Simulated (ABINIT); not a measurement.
An input for ABINIT 10.8.3 (NaMgF3 (Pm-3m)):

```
acell 3*1.0 Angstrom
rprim 
  3.950839000000 0.000000000000 0.000000000000
  0.000000000000 3.950839000000 0.000000000000
  0.000000000000 0.000000000000 3.950839000000
ntypat 3
znucl 11 12 9
natom 5
typat 1 2 3 3 3
xred 
  0.000000000000 0.000000000000 0.000000000000
  0.500000000000 0.500000000000 0.500000000000
  0.500000000000 0.500000000000 0.000000000000
  0.500000000000 0.000000000000 0.500000000000
  0.000000000000 0.500000000000 0.500000000000
pp_dirpath "pseudos"
pseudos "Na.upf, Mg.upf, F.upf"
ecut 38
ngkpt 6 6 6
nshiftk 1
shiftk 0 0 0
kptopt 1
chksymbreak 0
nband 26
occopt 1
tolvrs 1e-10
nstep 60
prtwf 0
optforces 0
optstress 0
indata_prefix "in"
outdata_prefix "out"
tmpdata_prefix "tmp"
```

```sh
OMP_NUM_THREADS=1 mpirun -n 4 abinit run.abi > log
```

Question: How long will it take on 4 MPI ranks of Intel Xeon 6975P-C (Granite Rapids), shared host, and how much memory?

It took 18 s; on shared hardware allow 9 s to 36 s. Peak host memory was 0.38 GiB.

[Paths, hosts, dates, memory and timing lines, banners, echoed tables and standing remarks are left out of the program output.]

[Logs are printed without paths, hosts, clocks, repeated set-up lines and the standing remarks that a program may print on its own settings, such as how far it seeks lower states.]

[Runs of the session that timed out or met a known fault of the program may be left out.]

[Hosts, paths, dates, database ids (printed as entryN), source tags and the programs' standing remarks are cut or masked in the printed files.]

[G0W0 gaps are taken among the corrected bands and points alone; a level outside them can change the order at an edge.]

[Where Ansatz stands beside ABINIT at settings called matched, ABINIT's density can come from a denser mesh and the files from another edition; pairs whose starting gaps differed by over 0.03 eV were left out, so agreement reads better than it is.]
